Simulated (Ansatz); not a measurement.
# C on Hf(0001): change of the work function, part 4 of 4

Wanted: Δφ(θ) for C/Hf(0001), starting from the fcc site.

Ansatz 0.2.0; plane-wave DFT, PBE, Ansatz PAW.

So far, work function, upper face (eV): step 2 (the clean slab) 4.33; step 3 (37 atoms, coverage 0.111 ML, cell 3x3) 4.50; step 4 (17 atoms, coverage 0.25 ML, cell 2x2) 4.77.

### 5. The covered slab, k-mesh 6×6×1, coverage 0.5 ML (continued)

The steps of the relaxation:

| step | energy less that of the first step (eV) | largest force component (eV/Å) |
| --- | --- | --- |
| 1 | 0.0000 | 3.6496 |
| 2 | -2.6879 | 3.6311 |
| 3 | -4.4601 | 2.0994 |
| 4 | -5.0521 | 0.3689 |
| 5 | -5.1117 | 0.2213 |
| 6 | -5.0925 | 0.4541 |
| 7 | -5.1296 | 0.0611 |
| 8 | -5.1284 | 0.0627 |
| 9 | -5.1309 | 0.0116 |

Relaxation steps 6, 8 were tried and not accepted.

Forces are held to the 4 operations that the run works with; a distortion that breaks them can't arise in this run.

The atoms that moved most (Å):

| atom | dx | dy | dz | length |
| --- | --- | --- | --- | --- |
| C18 | 0.000 | -0.101 | -0.729 | 0.736 |
| C17 | 0.000 | -0.101 | -0.729 | 0.736 |
| Hf4 | 0.000 | -0.134 | 0.199 | 0.240 |
| Hf12 | 0.000 | -0.134 | 0.199 | 0.240 |
| Hf16 | 0.000 | -0.124 | 0.139 | 0.186 |
| Hf8 | 0.000 | -0.124 | 0.139 | 0.186 |
| Hf7 | 0.000 | -0.007 | -0.099 | 0.099 |
| Hf15 | 0.000 | -0.007 | -0.099 | 0.099 |

Final coordinates:

```cif
data_structure
_symmetry_space_group_name_H-M 'P 1'
_symmetry_Int_Tables_number 1
_cell_length_a 6.4000
_cell_length_b 6.4000
_cell_length_c 27.3587
_cell_angle_alpha 90.000
_cell_angle_beta 90.000
_cell_angle_gamma 60.000
_cell_volume 970.48
loop_
_atom_site_label
_atom_site_type_symbol
_atom_site_fract_x
_atom_site_fract_y
_atom_site_fract_z
_atom_site_occupancy
Hf1 Hf 0.33333 0.33333 0.32896 1
Hf2 Hf 0.00000 0.00000 0.42148 1
Hf3 Hf 0.32972 0.34055 0.51524 1
Hf4 Hf 0.01211 0.97579 0.61222 1
Hf5 Hf 0.33333 0.83333 0.32896 1
Hf6 Hf 0.00000 0.50000 0.42148 1
Hf7 Hf 0.33397 0.83207 0.51434 1
Hf8 Hf 0.01120 0.47761 0.61002 1
Hf9 Hf 0.83333 0.33333 0.32896 1
Hf10 Hf 0.50000 0.00000 0.42148 1
Hf11 Hf 0.82972 0.34055 0.51524 1
Hf12 Hf 0.51211 0.97579 0.61222 1
Hf13 Hf 0.83333 0.83333 0.32896 1
Hf14 Hf 0.50000 0.50000 0.42148 1
Hf15 Hf 0.83397 0.83207 0.51434 1
Hf16 Hf 0.51120 0.47761 0.61002 1
C17 C 0.17579 0.14843 0.64440 1
C18 C 0.67579 0.14843 0.64440 1
```

The relaxation took 9 steps and lowered the energy by 5.1 eV; the largest force on the free atoms ends at 0.012 eV/Å.

The covered face has 5.27 eV, +0.94 eV against the clean one; the bare back face has moved by -0.04 eV, a measure of how thin the slab is.

### 6. Adsorbate added, k-mesh 12×12×1, coverage 1 ML

System of this step: C/Hf(0001). The cell holds 5 atoms: 4 Hf and 1 C. Cell: a = 3.200 Å, b = 3.200 Å, c = 27.359 Å, α = 90.0°, β = 90.0°, γ = 60.0°. Vacuum lies along c.

Another coverage, to see how the dipoles act on each other as their distance changes.

The input, input.yaml:

```yaml
crystal:
  lattice:
    - [3.2, 0.0, 0.0]
    - [1.6, 2.7712812921, 0.0]
    - [0.0, 0.0, 27.3586529855]
  atoms:
    - { symbol: Hf, position: [0.6666666667, 0.6666666667, 0.3289635643] }
    - { symbol: Hf, position: [0.0, 0.0, 0.4214827391] }
    - { symbol: Hf, position: [0.6666666667, 0.6666666667, 0.5179643955] }
    - { symbol: Hf, position: [0.0, 0.0, 0.6049353542] }
    - { symbol: C, position: [0.3333333333, 0.3333333333, 0.6710364357] }
kpoints:
  mp_grid: { grid: [12, 12, 1] }
hamiltonian:
  xc: pbe
scf:
  occupations: { method: fermi_dirac, width: 0.1 }
  convergence: { dr2_threshold: 1.0e-08 }
efield:
  axis: 3
  dipole_correction: true
  ramp_position: 0.97
  ramp_width: 0.06
relax:
  f_tol: 0.02
  max_steps: 60
  constraints: [{ sites: [0, 1] }]
output:
  write_potential: true
  write_density: true
  volumetric_format: npy
```

On the command line:

```sh
ansatz run input.yaml --threads 8 --pin off --max-ram 16384MiB --backend cpu --events-out ev --progress --plain --runs-dir out
```

Numbers of over 12 decimals in the logs are rounded to 6 here.

The program printed:

```text
[...]
Crystal: 5 atoms, lattice volume = 242.619 Å³
Basis set: ecut = 420 eV, 4807 PW (Γ), exchange–correlation on 48×48×384 points (8 copies of the dense FFT grid, shifted against one another)
Bands: 65, of which v1, the nominal top of the filled ones, is band 54 counted from 1 (53 counted from 0)
Symmetry: 6 space group operations
[...]
F+E_penalty+E_count = -63133.28667229 eV   max|allowed force component| = 5.938e-4 eV/Å
  atoms:
    - { symbol: Hf, position: [0.666667, 0.666667, 0.3289635643] }
    - { symbol: Hf, position: [-1.8503717077624465e-17, -1.850371707762447e-17, 0.421483] }
    - { symbol: Hf, position: [0.666667, 0.666667, 0.512614] }
[...]
- { symbol: C, position: [0.333333, 0.333333, 0.648135] }
[key lines of the parts left out:]
SCF converged after 7 iterations
Free energy (F): -63133.286672 eV
Fermi energy:    4.166946 eV
Dipole field:    D = -0.082331 V/Å  (p = -0.110389 e·Å, saw-weighted, corrected)
Work function:   Φ+ = 6.5644 eV   Φ− = 4.3120 eV
```

Wall time 28 s (8 threads of Arm Neoverse V2, shared host); peak memory 1 GiB.

Relaxation path:

| step | energy less that of the first step (eV) | largest force component (eV/Å) |
| --- | --- | --- |
| 1 | 0.0000 | 3.5343 |
| 2 | -1.1506 | 3.0819 |
| 3 | -2.1322 | 1.9364 |
| 4 | -2.2892 | 1.3485 |
| 5 | -2.3757 | 0.0487 |
| 6 | -2.3760 | 0.0280 |
| 7 | -2.3760 | 0.0006 |

Forces are held to the 6 operations that the run works with; a distortion that breaks them can't arise in this run.

The atoms that moved most (Å):

| atom | dx | dy | dz | length |
| --- | --- | --- | --- | --- |
| C5 | 0.000 | 0.000 | -0.627 | 0.627 |
| Hf4 | 0.000 | 0.000 | 0.321 | 0.321 |
| Hf3 | 0.000 | 0.000 | -0.146 | 0.146 |

Final coordinates:

```
Hf C
1.0
     3.20000    0.00000    0.00000
     1.60000    2.77128    0.00000
     0.00000    0.00000   27.35865
Hf C
4 1
Direct
  0.66667 0.66667 0.32896
  0.00000 0.00000 0.42148
  0.66667 0.66667 0.51261
  0.00000 0.00000 0.61667
  0.33333 0.33333 0.64814
```

The relaxation took 7 steps and lowered the energy by 2.4 eV; the largest force on the free atoms ends at 5.9e-4 eV/Å.

The covered face has 6.56 eV, +2.23 eV against the clean one; the bare back face has moved by -0.07 eV, a measure of how thin the slab is.

### 7. Work function against coverage

This step: plane-wave DFT, PBE, Ansatz PAW; work function against coverage (Ansatz 0.2.0).

The runs are now put side by side.

This step gave:

```yaml
work_function_of_the_clean_face: 4.332 eV
largest_change_of_the_work_function: 2.232 eV
```

The work function of the covered face by coverage:

| coverage (adsorbates/nm²) | work function of the covered face (eV) |
| --- | --- |
| 0.00 | 4.33 |
| 1.25 | 4.50 |
| 2.82 | 4.77 |
| 5.64 | 5.27 |
| 11.28 | 6.56 |

The dipole per adsorbate comes from the change of the cell's dipole. Coverage, by row:

| coverage (1/nm²) | coverage (ML) | work function (eV) | change (eV) | dipole per adsorbate, positive end outwards (debye) | mean height of the added atoms over the highest substrate atom (Å) |
| --- | --- | --- | --- | --- | --- |
| 1.253 | 0.1111 | 4.495 | 0.1632 | -0.361 | 0.9427 |
| 2.819 | 0.25 | 4.767 | 0.4348 | -0.42 | 0.9531 |
| 5.638 | 0.5 | 5.267 | 0.935 | -0.459 | 0.8802 |
| 11.28 | 1 | 6.564 | 2.232 | -0.542 | 0.8609 |

### 8. Results

| Property | Result |
| --- | --- |
| work function of the clean face | 4.33 eV |
| work function at 0.11 ML | 4.50 eV |
| work function at 0.25 ML | 4.77 eV |
| work function at 0.5 ML | 5.27 eV |
| work function at 1 ML | 6.56 eV |
| dipole per adsorbate at 0.11 ML, positive end outwards | -0.36 D |

What this shows: C raises the work function of Hf(0001) at the lowest coverage, by 0.16 eV: the adsorbate layer has its negative end outwards. The slab has 4 layers, at the tabulated experimental lattice constant, one starting site was run, and quantum-size effects of a slab this thin can reach one or two tenths of an eV.

[Logs are printed without paths, hosts, clocks, repeated set-up lines and the standing remarks that a program may print on its own settings, such as how far it seeks lower states.]

[Hosts, paths, dates, database ids (printed as entryN), source tags and the programs' standing remarks are cut or masked in the printed files.]

[Maps of the electrostatic potential energy from Ansatz leave out the sawtooth potential of an applied field or a dipole correction, so their vacuum need not be flat; planar profiles and work functions include it.]
